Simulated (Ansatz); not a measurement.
# CsLi3Cl4 (Cmcm): the host for defect calculations, part 3 of 4

Before any defect goes in: CsLi3Cl4 (Cmcm) at rest, and how it screens a charge.

Ansatz 0.2.0; plane-wave PAW DFT, PBEsol; relaxation of the host's cell and atoms (the session's first sound run).

So far. Step 3 (Dielectric tensors of the host): The principal values of the electronic dielectric tensor are 2.74, 2.81 and 2.87. The principal values of the static dielectric tensor are 6.25, 6.26 and 23.88.

### Step 6. Defect free supercell relaxed from its symmetric sites

This cell, the one that will hold the defects, is built from the relaxed host. Its coarser k-points can move the atoms a little, so it is relaxed from the symmetric sites, as the reference for the test of stability.

This step: plane-wave PAW DFT, PBEsol; relaxation of the defect-free supercell from its symmetric sites (Ansatz 0.2.0).

Input file pristine.symmetric/input.yaml:

```yaml
crystal:
  lattice:
    - [8.8723472625, 0.0, 0.0]
    - [0.0, 0.0, -10.3156289985]
    - [-2.2180868156, 15.6918360973, 0.0]
  atoms:
    - { symbol: Cs, position: [0.1730829693, 0.125, 0.6923318773] }
    - { symbol: Cs, position: [0.3269170307, 0.375, 0.3076681227] }
    - { symbol: Li, position: [0.1131953912, 0.125, 0.4527815647] }
    - { symbol: Li, position: [0.4630343105, 0.375, 0.852137242] }
    - { symbol: Li, position: [0.233238053, 0.125, 0.9329522122] }
    - { symbol: Li, position: [0.3868046088, 0.375, 0.5472184353] }
    - { symbol: Li, position: [0.266761947, 0.375, 0.0670477878] }
    - { symbol: Li, position: [0.0369656895, 0.125, 0.147862758] }
    - { symbol: Cl, position: [0.0755323795, 0.125, 0.302129518] }
    - { symbol: Cl, position: [0.120803384, 0.375, 0.483213536] }
    - { symbol: Cl, position: [0.2289738731, 0.375, 0.9158954924] }
    - { symbol: Cl, position: [0.2710261269, 0.125, 0.0841045076] }
    - { symbol: Cl, position: [0.4669190824, 0.125, 0.8676763298] }
    - { symbol: Cl, position: [0.4244676205, 0.375, 0.697870482] }
    - { symbol: Cl, position: [0.379196616, 0.125, 0.516786464] }
    - { symbol: Cl, position: [0.0330809176, 0.375, 0.1323236702] }
    - { symbol: Cs, position: [0.1730829693, 0.625, 0.6923318773] }
    - { symbol: Cs, position: [0.3269170307, 0.875, 0.3076681227] }
    - { symbol: Li, position: [0.1131953912, 0.625, 0.4527815647] }
    - { symbol: Li, position: [0.4630343105, 0.875, 0.852137242] }
    - { symbol: Li, position: [0.233238053, 0.625, 0.9329522122] }
    - { symbol: Li, position: [0.3868046088, 0.875, 0.5472184353] }
    - { symbol: Li, position: [0.266761947, 0.875, 0.0670477878] }
    - { symbol: Li, position: [0.0369656895, 0.625, 0.147862758] }
    - { symbol: Cl, position: [0.0755323795, 0.625, 0.302129518] }
    - { symbol: Cl, position: [0.120803384, 0.875, 0.483213536] }
    - { symbol: Cl, position: [0.2289738731, 0.875, 0.9158954924] }
    - { symbol: Cl, position: [0.2710261269, 0.625, 0.0841045076] }
    - { symbol: Cl, position: [0.4669190824, 0.625, 0.8676763298] }
    - { symbol: Cl, position: [0.4244676205, 0.875, 0.697870482] }
    - { symbol: Cl, position: [0.379196616, 0.625, 0.516786464] }
    - { symbol: Cl, position: [0.0330809176, 0.875, 0.1323236702] }
    - { symbol: Cs, position: [0.6730829693, 0.125, 0.6923318773] }
    - { symbol: Cs, position: [0.8269170307, 0.375, 0.3076681227] }
    - { symbol: Li, position: [0.6131953912, 0.125, 0.4527815647] }
    - { symbol: Li, position: [0.9630343105, 0.375, 0.852137242] }
    - { symbol: Li, position: [0.733238053, 0.125, 0.9329522122] }
    - { symbol: Li, position: [0.8868046088, 0.375, 0.5472184353] }
    - { symbol: Li, position: [0.766761947, 0.375, 0.0670477878] }
    - { symbol: Li, position: [0.5369656895, 0.125, 0.147862758] }
    - { symbol: Cl, position: [0.5755323795, 0.125, 0.302129518] }
    - { symbol: Cl, position: [0.620803384, 0.375, 0.483213536] }
    - { symbol: Cl, position: [0.7289738731, 0.375, 0.9158954924] }
    - { symbol: Cl, position: [0.7710261269, 0.125, 0.0841045076] }
    - { symbol: Cl, position: [0.9669190824, 0.125, 0.8676763298] }
    - { symbol: Cl, position: [0.9244676205, 0.375, 0.697870482] }
    - { symbol: Cl, position: [0.879196616, 0.125, 0.516786464] }
    - { symbol: Cl, position: [0.5330809176, 0.375, 0.1323236702] }
    - { symbol: Cs, position: [0.6730829693, 0.625, 0.6923318773] }
    - { symbol: Cs, position: [0.8269170307, 0.875, 0.3076681227] }
    - { symbol: Li, position: [0.6131953912, 0.625, 0.4527815647] }
    - { symbol: Li, position: [0.9630343105, 0.875, 0.852137242] }
    - { symbol: Li, position: [0.733238053, 0.625, 0.9329522122] }
    - { symbol: Li, position: [0.8868046088, 0.875, 0.5472184353] }
    - { symbol: Li, position: [0.766761947, 0.875, 0.0670477878] }
    - { symbol: Li, position: [0.5369656895, 0.625, 0.147862758] }
    - { symbol: Cl, position: [0.5755323795, 0.625, 0.302129518] }
    - { symbol: Cl, position: [0.620803384, 0.875, 0.483213536] }
    - { symbol: Cl, position: [0.7289738731, 0.875, 0.9158954924] }
    - { symbol: Cl, position: [0.7710261269, 0.625, 0.0841045076] }
    - { symbol: Cl, position: [0.9669190824, 0.625, 0.8676763298] }
    - { symbol: Cl, position: [0.9244676205, 0.875, 0.697870482] }
    - { symbol: Cl, position: [0.879196616, 0.625, 0.516786464] }
    - { symbol: Cl, position: [0.5330809176, 0.875, 0.1323236702] }
basis:
  ecutwfc: 420
  xc_grid: 2
hamiltonian:
  xc: pbesol
kpoints:
  mp_grid: { grid: [1, 1, 1], shift: [0.25, 0.25, 0.25] }
scf:
  occupations: { method: fermi_dirac, width: 0.01 }
  max_iter: 80
output:
  forces: true
relax:
  f_tol: 0.01
  max_steps: 60
  escape_saddle: false
checkpoint:
  write: "../pristine.symmetric.run"
  compress: false
  write_wavefunctions: false
  write_every: 100000
```

On the command line:

```sh
$ ansatz run input.yaml --threads 4 --pin off --max-ram 7536MiB --backend cpu --events-out ev --progress --plain --runs-dir out
```

Numbers of over 12 decimals in the logs are rounded to 6 here.

The log of the run:

```text
[...]
Crystal: 64 atoms, lattice volume = 1436.177 Å³
Basis set: ecut = 420 eV, 28109 PW (Γ), exchange–correlation on 120×144×216 points (8 copies of the dense FFT grid, shifted against one another)
Bands: 248, of which v1, the nominal top of the filled ones, is band 184 counted from 1 (183 counted from 0)
Symmetry: 8 space group operations
k-points: 1
[...]
SCF iter   1: F=—  HF=-83623.387694 eV  |F-HF|=—  |Δ(HF+E_count)|=         —  Δρ=3.39e-3  dr2=2.35e-1  ethr=1.77e-3  ⟨swp⟩=8.0  Hψ=1211  notcnv=0  defer=21
[...]
SCF iter   6: F=-83623.289775 eV  HF=-83623.289774 eV  |F-HF|=3.89e-7  |Δ(HF+E_count)|=   6.17e-6  Δρ=4.35e-6  dr2=3.81e-7  ethr=6.79e-10  ⟨swp⟩=4.0  Hψ=732  notcnv=0
SCF 1 converged in 6 iterations: F = -83623.289775 eV  dr2 = 3.81e-7
[...]
relax step   1: F+E_penalty+E_count = -83623.28977473 eV  Δ(F+E_penalty+E_count) = +0.000e0 eV  max|allowed force component| = 2.948e-3 eV/Å  Δτ_max = 0.0000 Å  (6 SCF iters, dr2 threshold 2.50e-6 eV, accepted)
[...]
SCF iter   3: F=-83623.289775 eV  HF=-83623.289775 eV  |F-HF|=1.02e-7  |Δ(HF+E_count)|=   1.71e-7  Δρ=1.79e-6  dr2=5.72e-8  ethr=2.72e-11  ⟨swp⟩=3.0  Hψ=620  notcnv=0
SCF 2 converged in 3 iterations: F = -83623.289775 eV  dr2 = 5.72e-8
relax step   2: F+E_penalty+E_count = -83623.28977485 eV  Δ(F+E_penalty+E_count) = -1.142e-7 eV  max|allowed force component| = 2.913e-3 eV/Å  Δτ_max = 0.0000 Å  (3 SCF iters, accepted)
SCF converged after 3 iterations
Free energy (F): -83623.289775 eV
[...]
Internal energy: -83623.289775 eV  (E = F + TS)
E sigma→0 (E₀):  -83623.289775 eV
Fermi energy:    4.710893 eV
[...]
--- Forces (eV/Å), atoms counted from 1 ---
  atom   1  Cs     0.00005707     0.00075561     0.00000148
  atom   2  Cs    -0.00005707    -0.00075561    -0.00000148
  atom   3  Li    -0.00009358     0.00279297     0.00001238
  atom   4  Li    -0.00010217    -0.00255185     0.00000068
  atom   5  Li     0.00013560     0.00051025    -0.00000928
  atom   6  Li     0.00009358    -0.00279297    -0.00001238
  atom   7  Li    -0.00013560    -0.00051025     0.00000928
  atom   8  Li     0.00010217     0.00255185    -0.00000068
  atom   9  Cl    -0.00003680    -0.00291287     0.00000851
  atom  10  Cl    -0.00014632    -0.00016185     0.00004180
  atom  11  Cl     0.00011036     0.00079311    -0.00003706
  atom  12  Cl    -0.00011036    -0.00079311     0.00003706
  atom  13  Cl    -0.00023899    -0.00015208     0.00008712
  atom  14  Cl     0.00003680     0.00291287    -0.00000851
  atom  15  Cl     0.00014632     0.00016185    -0.00004180
  atom  16  Cl     0.00023899     0.00015208    -0.00008712
  atom  17  Cs     0.00005707     0.00075561     0.00000148
  atom  18  Cs    -0.00005707    -0.00075561    -0.00000148
  atom  19  Li    -0.00009358     0.00279297     0.00001238
  atom  20  Li    -0.00010217    -0.00255185     0.00000068
  atom  21  Li     0.00013560     0.00051025    -0.00000928
  atom  22  Li     0.00009358    -0.00279297    -0.00001238
  atom  23  Li    -0.00013560    -0.00051025     0.00000928
  atom  24  Li     0.00010217     0.00255185    -0.00000068
  atom  25  Cl    -0.00003680    -0.00291287     0.00000851
  atom  26  Cl    -0.00014632    -0.00016185     0.00004180
  atom  27  Cl     0.00011036     0.00079311    -0.00003706
  atom  28  Cl    -0.00011036    -0.00079311     0.00003706
  atom  29  Cl    -0.00023899    -0.00015208     0.00008712
  atom  30  Cl     0.00003680     0.00291287    -0.00000851
  atom  31  Cl     0.00014632     0.00016185    -0.00004180
  atom  32  Cl     0.00023899     0.00015208    -0.00008712
  atom  33  Cs     0.00005707     0.00075561     0.00000148
  atom  34  Cs    -0.00005707    -0.00075561    -0.00000148
  atom  35  Li    -0.00009358     0.00279297     0.00001238
  atom  36  Li    -0.00010217    -0.00255185     0.00000068
  atom  37  Li     0.00013560     0.00051025    -0.00000928
  atom  38  Li     0.00009358    -0.00279297    -0.00001238
  atom  39  Li    -0.00013560    -0.00051025     0.00000928
  atom  40  Li     0.00010217     0.00255185    -0.00000068
[...]
atom  53  Li     0.00013560     0.00051025    -0.00000928
  atom  54  Li     0.00009358    -0.00279297    -0.00001238
  atom  55  Li    -0.00013560    -0.00051025     0.00000928
  atom  56  Li     0.00010217     0.00255185    -0.00000068
  atom  57  Cl    -0.00003680    -0.00291287     0.00000851
  atom  58  Cl    -0.00014632    -0.00016185     0.00004180
  atom  59  Cl     0.00011036     0.00079311    -0.00003706
  atom  60  Cl    -0.00011036    -0.00079311     0.00003706
  atom  61  Cl    -0.00023899    -0.00015208     0.00008712
  atom  62  Cl     0.00003680     0.00291287    -0.00000851
  atom  63  Cl     0.00014632     0.00016185    -0.00004180
  atom  64  Cl     0.00023899     0.00015208    -0.00008712
  max |Σ_I F_I| component: 2.71e-19 eV/Å
--- Relaxed structure (2 steps of the walk, 2 accepted, 0 SCFs on fresh bases) ---
  F+E_penalty+E_count = -83623.28977485 eV   max|allowed force component| = 2.913e-3 eV/Å
  atoms:
    - { symbol: Cs, position: [0.173083, 0.125, 0.6923318773] }
    - { symbol: Cs, position: [0.3269170307, 0.375, 0.3076681227] }
    - { symbol: Li, position: [0.1131953912, 0.125, 0.4527815647] }
    - { symbol: Li, position: [0.463034, 0.375, 0.852137242] }
    - { symbol: Li, position: [0.233238, 0.125, 0.9329522122] }
    - { symbol: Li, position: [0.3868046088, 0.375, 0.5472184353] }
    - { symbol: Li, position: [0.266761947, 0.375, 0.0670477878] }
    - { symbol: Li, position: [0.036966, 0.125, 0.147862758] }
    - { symbol: Cl, position: [0.0755323795, 0.125, 0.302129518] }
    - { symbol: Cl, position: [0.120803384, 0.375, 0.483213536] }
    - { symbol: Cl, position: [0.228974, 0.375, 0.9158954924] }
    - { symbol: Cl, position: [0.2710261269, 0.125, 0.0841045076] }
    - { symbol: Cl, position: [0.466919, 0.125, 0.8676763298] }
    - { symbol: Cl, position: [0.4244676205, 0.375, 0.697870482] }
    - { symbol: Cl, position: [0.379196616, 0.125, 0.516786464] }
    - { symbol: Cl, position: [0.0330809176, 0.375, 0.1323236702] }
    - { symbol: Cs, position: [0.173083, 0.625000, 0.6923318773] }
    - { symbol: Cs, position: [0.3269170307, 0.875, 0.3076681227] }
    - { symbol: Li, position: [0.1131953912, 0.625000, 0.4527815647] }
    - { symbol: Li, position: [0.463034, 0.875, 0.852137242] }
    - { symbol: Li, position: [0.233238, 0.625000, 0.9329522122] }
    - { symbol: Li, position: [0.3868046088, 0.875, 0.5472184353] }
    - { symbol: Li, position: [0.266761947, 0.875, 0.0670477878] }
    - { symbol: Li, position: [0.036966, 0.625000, 0.147862758] }
    - { symbol: Cl, position: [0.0755323795, 0.625000, 0.302129518] }
    - { symbol: Cl, position: [0.120803384, 0.875, 0.483213536] }
    - { symbol: Cl, position: [0.228974, 0.875, 0.9158954924] }
    - { symbol: Cl, position: [0.2710261269, 0.625000, 0.0841045076] }
    - { symbol: Cl, position: [0.466919, 0.625000, 0.8676763298] }
    - { symbol: Cl, position: [0.4244676205, 0.875, 0.697870482] }
    - { symbol: Cl, position: [0.379196616, 0.625000, 0.516786464] }
    - { symbol: Cl, position: [0.0330809176, 0.875, 0.1323236702] }
    - { symbol: Cs, position: [0.673083, 0.125, 0.6923318773] }
    - { symbol: Cs, position: [0.8269170307, 0.375, 0.3076681227] }
    - { symbol: Li, position: [0.613195, 0.125, 0.4527815647] }
    - { symbol: Li, position: [0.963034, 0.375, 0.852137242] }
    - { symbol: Li, position: [0.733238053, 0.125, 0.9329522122] }
    - { symbol: Li, position: [0.8868046088, 0.375, 0.5472184353] }
    - { symbol: Li, position: [0.766761947, 0.375, 0.0670477878] }
    - { symbol: Li, position: [0.5369656895, 0.125, 0.147862758] }
    - { symbol: Cl, position: [0.575532, 0.125, 0.302129518] }
    - { symbol: Cl, position: [0.620803, 0.375, 0.483213536] }
    - { symbol: Cl, position: [0.7289738731, 0.375, 0.9158954924] }
    - { symbol: Cl, position: [0.7710261269, 0.125, 0.0841045076] }
    - { symbol: Cl, position: [0.9669190824, 0.125, 0.8676763298] }
    - { symbol: Cl, position: [0.924468, 0.375, 0.697870482] }
    - { symbol: Cl, position: [0.879196616, 0.125, 0.516786464] }
    - { symbol: Cl, position: [0.5330809176, 0.375, 0.1323236702] }
    - { symbol: Cs, position: [0.673083, 0.625000, 0.6923318773] }
    - { symbol: Cs, position: [0.8269170307, 0.875, 0.3076681227] }
    - { symbol: Li, position: [0.613195, 0.625000, 0.4527815647] }
    - { symbol: Li, position: [0.963034, 0.875, 0.852137242] }
    - { symbol: Li, position: [0.733238053, 0.625000, 0.9329522122] }
    - { symbol: Li, position: [0.8868046088, 0.875, 0.5472184353] }
    - { symbol: Li, position: [0.766761947, 0.875, 0.0670477878] }
    - { symbol: Li, position: [0.5369656895, 0.625000, 0.147862758] }
    - { symbol: Cl, position: [0.575532, 0.625000, 0.302129518] }
    - { symbol: Cl, position: [0.620803, 0.875, 0.483213536] }
    - { symbol: Cl, position: [0.7289738731, 0.875, 0.9158954924] }
    - { symbol: Cl, position: [0.7710261269, 0.625000, 0.0841045076] }
    - { symbol: Cl, position: [0.9669190824, 0.625000, 0.8676763298] }
    - { symbol: Cl, position: [0.924468, 0.875, 0.697870482] }
    - { symbol: Cl, position: [0.879196616, 0.625000, 0.516786464] }
    - { symbol: Cl, position: [0.5330809176, 0.875, 0.1323236702] }
```

The job ended after 6.7 s (4 threads of AMD EPYC 9R14 (Zen 4), shared host; peak memory 2.3 GiB; 24 s of CPU time).

No atom moved by 0.005 Å in the relaxation.

(Continued in part 4 of 4.)

[Logs are printed without paths, hosts, clocks, repeated set-up lines and the standing remarks that a program may print on its own settings, such as how far it seeks lower states.]

[Hosts, paths, dates, database ids (printed as entryN), source tags and the programs' standing remarks are cut or masked in the printed files.]

[Runs of the host that timed out are not shown.]

[For some hosts the program warned that the k-mesh of the response run may be too coarse for force constants and the static dielectric constant; such warnings are not always shown.]
